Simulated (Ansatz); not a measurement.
# CaPbO3 (Pnma): the host for defect calculations, part 2 of 2

Before any defect goes in: CaPbO3 (Pnma) at rest, and how it screens a charge.

Ansatz 0.2.0; plane-wave PAW DFT, PBEsol; relaxation of the host's cell and atoms (the session's first sound run).

So far: The starting structure; Host cell relaxation. The relaxed cell has a, b, c = 5.903, 8.167, 5.658 Å (conventional setting).

**3. Dielectric tensors of the host**

This step: plane-wave PAW DFPT, PBEsol; dielectric tensors, Born charges and zone-centre modes of the host (Ansatz 0.2.0).

eps/input.yaml reads:

```yaml
crystal:
  lattice:
    - [5.9025768686, 0.0, 0.0]
    - [0.0, 8.1665994335, 0.0]
    - [0.0, 0.0, 5.6583280999]
  atoms:
    - { symbol: Ca, position: [0.0609445884, 0.25, 0.9810440653] }
    - { symbol: Ca, position: [0.4390554116, 0.75, 0.4810440653] }
    - { symbol: Ca, position: [0.5609445884, 0.25, 0.5189559347] }
    - { symbol: Ca, position: [0.9390554116, 0.75, 0.0189559347] }
    - { symbol: Pb, position: [0.0, 0.0, 0.5] }
    - { symbol: Pb, position: [0.5, 0.0, 0.0] }
    - { symbol: Pb, position: [0.5, 0.5, 0.0] }
    - { symbol: Pb, position: [0.0, 0.5, 0.5] }
    - { symbol: O, position: [0.304827783, 0.4311050857, 0.6902900383] }
    - { symbol: O, position: [0.195172217, 0.5688949143, 0.1902900383] }
    - { symbol: O, position: [0.804827783, 0.0688949143, 0.8097099617] }
    - { symbol: O, position: [0.695172217, 0.9311050857, 0.3097099617] }
    - { symbol: O, position: [0.695172217, 0.5688949143, 0.3097099617] }
    - { symbol: O, position: [0.804827783, 0.4311050857, 0.8097099617] }
    - { symbol: O, position: [0.195172217, 0.9311050857, 0.1902900383] }
    - { symbol: O, position: [0.304827783, 0.0688949143, 0.6902900383] }
    - { symbol: O, position: [0.4372251883, 0.25, 0.1303004251] }
    - { symbol: O, position: [0.0627748117, 0.75, 0.6303004251] }
    - { symbol: O, position: [0.9372251883, 0.25, 0.3696995749] }
    - { symbol: O, position: [0.5627748117, 0.75, 0.8696995749] }
basis:
  ecutwfc: 420
hamiltonian:
  xc: pbesol
kpoints:
  mp_grid: { grid: [4, 3, 4] }
scf:
  occupations: { method: fixed }
  max_iter: 100
phonons:
  method: dfpt
  dielectric: true
  rigid_motions: translations
```

On the command line:

```console
> ansatz run input.yaml --threads 4 --pin off --max-ram 6594MiB --backend cpu --events-out ev --progress --plain --runs-dir out
```

Numbers of over 12 decimals in the logs are rounded to 6 here.

What it wrote:

```text
[...]
Crystal: 20 atoms, lattice volume = 272.754 Å³
Basis set: ecut = 420 eV, 5343 PW (Γ), exchange–correlation on 80×120×80 points (8 copies of the dense FFT grid, shifted against one another)
Bands: 104, of which v1, the nominal top of the filled ones, is band 84 counted from 1 (83 counted from 0)
Symmetry: 8 space group operations
k-points: 26 of 48 (irreducible under 1 space group operation, time reversal used)
[...]
SCF iter   1: F=—  HF=-60930.591562 eV  |F-HF|=—  |Δ(HF+E_count)|=         —  Δρ=1.63e-2  dr2=6.12e-1  ethr=1.77e-3  ⟨swp⟩=5.5  Hψ=9655  notcnv=0  defer=467
[...]
SCF iter  11: F=-60930.433267 eV  HF=-60930.433267 eV  |F-HF|=7.28e-12  |Δ(HF+E_count)|=  3.64e-11  Δρ=6.03e-8  dr2=1.34e-11  ethr=1.00e-12  ⟨swp⟩=21.9  Hψ=24328  notcnv=0
SCF 1 converged in 11 iterations: F = -60930.433267 eV  dr2 = 1.34e-11
[...]
NSCF: frozen V_eff on 4 k-points
[...]
DFPT response loops at q = (0, 0, 0) (fractional): preconditioner auto → Resta (q_TF=auto, 2.517 Å⁻¹)  ε∞=7.7 (no band partly filled); β = 1.00, the filter's whole step (`scf.mixing.beta` (0.50) is not read by the response loops at its default; [...]
DFPT response loops at Γ: preconditioner auto → Resta (q_TF=auto, 2.517 Å⁻¹)  ε∞=7.7 (no band partly filled); β = 1.00, the filter's whole step (`scf.mixing.beta` (0.50) is not read by the response loops at its default; [...]
── the response to a field inside a basis, on 8×6×8 k-points: an SCF that follows is theirs, and a resumed run solves both again ──
Bands: 85, of which v1, the nominal top of the filled ones, is band 84 counted from 1 (83 counted from 0)
k-points: 48 of 384
[...]
Eigensolver: Dense (48 Hₖ)
SCF iter   1: F=—  HF=-60929.998186 eV  |F-HF|=—  |Δ(HF+E_count)|=         —  Δρ=6.61e-4  dr2=4.37e-4  ethr=1.00e-1
[...]
SCF iter   6: F=-60929.998095 eV  HF=-60929.998095 eV  |F-HF|=1.14e-8  |Δ(HF+E_count)|=   3.56e-8  Δρ=4.49e-6  dr2=3.88e-8  ethr=2.25e-10
SCF 1 converged in 6 iterations: F = -60929.998095 eV  dr2 = 3.88e-8
[...]
WARN: field response: ε∞ stands inside a basis, on 8×6×8 points; [...]
SCF converged after 11 iterations
Free energy (F): -60930.433267 eV
[...]
Internal energy: -60930.433267 eV  (E = F + TS)
E sigma→0 (E₀):  -60930.433267 eV
Fermi energy:    8.038349 eV
[...]
--- Band table (eV; the first three rows and the last of 26) ---
[...]
[... further k-points left out ...]
--- Phonons (Γ-DFPT): 12 representative perturbations + reference (Σ response iterations 100) ---
  k mesh reduced under 1 symmetry operation, with k and −k counted as one. Each operation leaves every solved perturbation unchanged. A smaller set is not considered because the run solves the response to a homogeneous field
  ASR residual: 8.865e-5 → 0.000e0 eV/Å²; symmetrization residual: 3.545e-6 eV/Å²
  ASR residual per site (eV/Å²): 8.86e-5 8.86e-5 8.86e-5 8.86e-5 5.72e-5 5.72e-5 5.72e-5 5.72e-5 4.62e-5 4.62e-5 4.62e-5 4.62e-5 4.62e-5 4.62e-5 4.62e-5 4.62e-5 7.04e-5 7.04e-5 7.04e-5 7.04e-5
  Γ frequencies (cm⁻¹): -50.89 -22.65 0.00 0.00 0.00 85.74 88.31 93.68 93.73 98.88 105.31 109.19 127.21 139.63 142.30 143.21 148.77 157.67 164.18 166.25 174.13 179.00 194.44 194.92 196.31 206.54 207.97 245.21 247.23 256.45 265.74 269.95 273.99 276.57 310.24 [...]
  ε∞ (high-frequency dielectric tensor):
        6.230951     0.000000     0.000000
        0.000000     6.160032     0.000000
        0.000000     0.000000     5.936463
  softest optical mode at Γ: -50.89 cm⁻¹; the repairs (sum rule, projections) moved no ω² at Γ by more than (2.26 cm⁻¹)²
  Born effective charges Z* (e; rows j = field, columns β = displacement):
    site 0:
         2.57419   -0.00000    0.45757
        -0.00000    2.32961   -0.00000
         0.06556   -0.00000    2.47990
    site 1:
         2.57419   -0.00000   -0.45757
        -0.00000    2.32961   -0.00000
        -0.06556   -0.00000    2.47990
    site 2:
         2.57419   -0.00000   -0.45757
        -0.00000    2.32961   -0.00000
        -0.06556   -0.00000    2.47990
    site 3:
         2.57419   -0.00000    0.45757
        -0.00000    2.32961   -0.00000
         0.06556   -0.00000    2.47990
    site 4:
         4.63597    0.11188   -0.68671
        -0.33033    4.36080   -0.91123
         0.50726    1.01913    4.41096
    site 5:
         4.63597    0.11188    0.68671
        -0.33033    4.36080    0.91123
        -0.50726   -1.01913    4.41096
    site 6:
         4.63597   -0.11188    0.68671
         0.33033    4.36080   -0.91123
        -0.50726    1.01913    4.41096
    site 7:
         4.63597   -0.11188   -0.68671
         0.33033    4.36080    0.91123
         0.50726   -1.01913    4.41096
    site 8:
        -2.71504    0.21497   -0.64691
         0.20919   -1.83655   -0.08843
        -0.63332   -0.03460   -2.38483
    site 9:
        -2.71504    0.21497    0.64691
         0.20919   -1.83655    0.08843
         0.63332    0.03460   -2.38483
    site 10:
        -2.71504   -0.21497    0.64691
        -0.20919   -1.83655   -0.08843
         0.63332   -0.03460   -2.38483
    site 11:
        -2.71504   -0.21497   -0.64691
        -0.20919   -1.83655    0.08843
        -0.63332    0.03460   -2.38483
    site 12:
        -2.71504    0.21497   -0.64691
         0.20919   -1.83655   -0.08843
        -0.63332   -0.03460   -2.38483
    site 13:
        -2.71504    0.21497    0.64691
         0.20919   -1.83655    0.08843
         0.63332    0.03460   -2.38483
    site 14:
        -2.71504   -0.21497    0.64691
        -0.20919   -1.83655   -0.08843
         0.63332   -0.03460   -2.38483
    site 15:
        -2.71504   -0.21497   -0.64691
        -0.20919   -1.83655    0.08843
        -0.63332    0.03460   -2.38483
    site 16:
        -1.78008    0.00000   -0.30319
        -0.00000   -3.01730   -0.00000
        -0.08209   -0.00000   -2.12120
    site 17:
        -1.78008   -0.00000    0.30319
        -0.00000   -3.01730    0.00000
         0.08209   -0.00000   -2.12120
    site 18:
        -1.78008    0.00000    0.30319
         0.00000   -3.01730   -0.00000
         0.08209   -0.00000   -2.12120
    site 19:
        -1.78008   -0.00000   -0.30319
        -0.00000   -3.01730   -0.00000
        -0.08209   -0.00000   -2.12120
  Z* charge neutrality: 7.281e-2 e pre-enforcement
  solved inside a basis spanned on kpoints, on 8×6×8 k-points, taken by the longest dipole's decay: ε∞ is read to err by 5.3e-2, Z* by 9.5e-2 e (field_mesh: kpoints solves on kpoints); Z* is corrected for what the basis lacks
  optical modes at Γ without the LO–TO term, one row a degenerate level:
      ω (cm⁻¹)  modes    IR ((D/Å)²/amu)
        -50.89      1            24.5655
        -22.65      1             0.0000
         85.74      1             0.0000
         88.31      1             2.9365
         93.68      1             3.3780
         93.73      1             0.0000
         98.88      1             0.0000
        105.31      1             0.0000
        109.19      1             0.2929
        127.21      1             0.0000
        139.63      1             2.1428
        142.30      1             6.1346
        143.21      1             5.9944
        148.77      1            21.6262
        157.67      1             0.0000
        164.18      1             0.0000
        166.25      1             0.0000
        174.13      1             1.6720
        179.00      1             0.0000
        194.44      1             0.9659
        194.92      1            13.3283
        196.31      1             0.0000
        206.54      1             0.0000
        207.97      1             0.1572
        245.21      1             0.0000
        247.23      1             0.0000
        256.45      1             0.0000
        265.74      1             6.3659
        269.95      1             0.0000
        273.99      1             0.0787
        276.57      1            35.3921
        310.24      1             0.0000
        311.34      1            12.8676
        312.31      1             0.0000
        333.23      1             0.0000
        335.40      1            53.0070
        357.28      1             0.0000
        360.85      1             0.0000
        364.43      1            53.0872
        367.98      1             0.0000
        372.30      1             8.7695
        372.35      1             0.0000
        387.43      1             0.0000
        391.35      1             0.0000
        404.39      1             0.0069
        410.49      1             0.0000
        426.68      1             0.0000
        431.29      1            17.9842
        458.82      1             0.0000
        477.22      1            26.1746
        496.44      1             0.4274
        507.43      1            45.7013
        519.97      1             0.0000
        537.71      1            24.7374
        539.29      1             0.0000
        574.56      1             0.0000
        581.43      1             0.0000
  optical modes at Γ + LO–TO along q̂ = [1.0000, 0.0000, 0.0000]:
      ω (cm⁻¹)  modes    IR ((D/Å)²/amu)
        -50.89      1            24.5655
        -22.65      1             0.0000
         85.74      1             0.0000
         88.31      1             2.9365
         93.73      1             0.0000
         98.88      1             0.0000
        100.43      1             0.3136
        105.31      1             0.0000
        109.19      1             0.2929
        127.21      1             0.0000
        142.30      1             6.1346
        142.60      1             0.2012
        143.21      1             5.9944
        148.77      1            21.6262
        157.67      1             0.0000
        164.18      1             0.0000
        166.25      1             0.0000
        175.45      1             0.0774
        179.00      1             0.0000
        194.44      1             0.9659
        196.31      1             0.0000
        206.54      1             0.0000
        207.97      1             0.1572
        209.58      1             1.4436
        245.21      1             0.0000
        247.23      1             0.0000
        256.45      1             0.0000
        267.27      1             0.0580
        269.95      1             0.0000
        273.99      1             0.0787
        310.24      1             0.0000
        311.34      1            12.8676
        312.31      1             0.0000
        327.19      1            10.5643
        333.23      1             0.0000
        335.40      1            53.0070
        357.28      1             0.0000
        360.85      1             0.0000
        364.43      1            53.0872
        367.98      1             0.0000
        372.35      1             0.0000
        384.71      1             5.0705
        387.43      1             0.0000
        391.35      1             0.0000
        404.39      1             0.0069
        410.49      1             0.0000
        426.68      1             0.0000
        450.64      1             7.6914
        458.82      1             0.0000
        477.22      1            26.1746
        496.44      1             0.4274
        519.97      1             0.0000
        537.71      1            24.7374
        539.29      1             0.0000
        574.56      1             0.0000
        581.43      1             0.0000
        600.16      1           109.3141
  optical modes at Γ + LO–TO along q̂ = [0.0000, 1.0000, 0.0000]:
      ω (cm⁻¹)  modes    IR ((D/Å)²/amu)
        -22.65      1             0.0000
         73.71      1             0.6604
         85.74      1             0.0000
         93.68      1             3.3780
         93.73      1             0.0000
         98.88      1             0.0000
        105.31      1             0.0000
        109.19      1             0.2929
        111.99      1             1.7876
        127.21      1             0.0000
        139.63      1             2.1428
        143.21      1             5.9944
        148.77      1            21.6262
        157.67      1             0.0000
        164.18      1             0.0000
        166.25      1             0.0000
        171.55      1             5.5303
        174.13      1             1.6720
        179.00      1             0.0000
        194.44      1             0.9659
        194.92      1            13.3283
        196.31      1             0.0000
        206.54      1             0.0000
        208.43      1             0.1441
        245.21      1             0.0000
        247.23      1             0.0000
        256.45      1             0.0000
        265.74      1             6.3659
        269.95      1             0.0000
        273.99      1             0.0787
        276.57      1            35.3921
        310.24      1             0.0000
        311.34      1            12.8676
        312.31      1             0.0000
        333.23      1             0.0000
        357.28      1             0.0000
        360.85      1             0.0000
        364.43      1            53.0872
        367.98      1             0.0000
        372.30      1             8.7695
        372.35      1             0.0000
        387.43      1             0.0000
        391.35      1             0.0000
        404.39      1             0.0069
        406.57      1            22.9173
        410.49      1             0.0000
        426.68      1             0.0000
        431.29      1            17.9842
        458.82      1             0.0000
        496.07      1             0.1877
        507.43      1            45.7013
        519.97      1             0.0000
        537.71      1            24.7374
        539.29      1             0.0000
        545.08      1            82.1752
        574.56      1             0.0000
        581.43      1             0.0000
  optical modes at Γ + LO–TO along q̂ = [0.0000, 0.0000, 1.0000]:
      ω (cm⁻¹)  modes    IR ((D/Å)²/amu)
        -50.89      1            24.5655
        -22.65      1             0.0000
         85.74      1             0.0000
         88.31      1             2.9365
         93.68      1             3.3780
         93.73      1             0.0000
         98.88      1             0.0000
        105.31      1             0.0000
        109.50      1             0.0090
        127.21      1             0.0000
        139.63      1             2.1428
        142.30      1             6.1346
        144.35      1             0.0084
        157.67      1             0.0000
        164.18      1             0.0000
        166.25      1             0.0000
        174.13      1             1.6720
        179.00      1             0.0000
        188.39      1             1.7038
        194.92      1            13.3283
        196.31      1             0.0000
        203.69      1             3.7465
        206.54      1             0.0000
        207.97      1             0.1572
        245.21      1             0.0000
        247.23      1             0.0000
        256.45      1             0.0000
        265.74      1             6.3659
        269.95      1             0.0000
        274.07      1             0.0134
        276.57      1            35.3921
        310.24      1             0.0000
        312.31      1             0.0000
        320.26      1             1.2293
        333.23      1             0.0000
        335.40      1            53.0070
        357.28      1             0.0000
        360.85      1             0.0000
        367.98      1             0.0000
        372.30      1             8.7695
        372.35      1             0.0000
        387.43      1             0.0000
        391.35      1             0.0000
        404.38      1             0.0029
        410.49      1             0.0000
        426.68      1             0.0000
        431.29      1            17.9842
        450.00      1            35.4000
        458.82      1             0.0000
        477.22      1            26.1746
        496.44      1             0.4274
        507.43      1            45.7013
        519.97      1             0.0000
        539.29      1             0.0000
        574.56      1             0.0000
        581.43      1             0.0000
        594.93      1            77.5439
```

Run time: 17 min. Hardware: 4 threads of Arm Neoverse V2, shared host; peak memory 4.7 GiB; 63 min of CPU time.

Reading the cycles: dr2 is the Hartree energy of the density residual (eV), the measure of convergence; HF is the Harris–Foulkes estimate of the energy, which meets the free energy F at convergence.

**4. Results**

- primitive cell vectors, lengths: 5.903, 8.167, 5.658 Å

**Reading.** The cell shrank by 0.9 % in volume. From the first step to the last the energy fell by 0.025 eV, across changes of basis, and the largest move was 0.028 Å (O19 and 3 other atoms alike). An imaginary zone-centre mode shows that the symmetric cell is unstable. The k-mesh can miss the band edges, so this gap is an upper bound at this level. All at zero temperature.

[Logs are printed without paths, hosts, clocks, repeated set-up lines and the standing remarks that a program may print on its own settings, such as how far it seeks lower states.]

[Hosts, paths, dates, database ids (printed as entryN), source tags and the programs' standing remarks are cut or masked in the printed files.]

[Runs of the host that timed out are not shown.]

[For some hosts the program warned that the k-mesh of the response run may be too coarse for force constants and the static dielectric constant; such warnings are not always shown.]
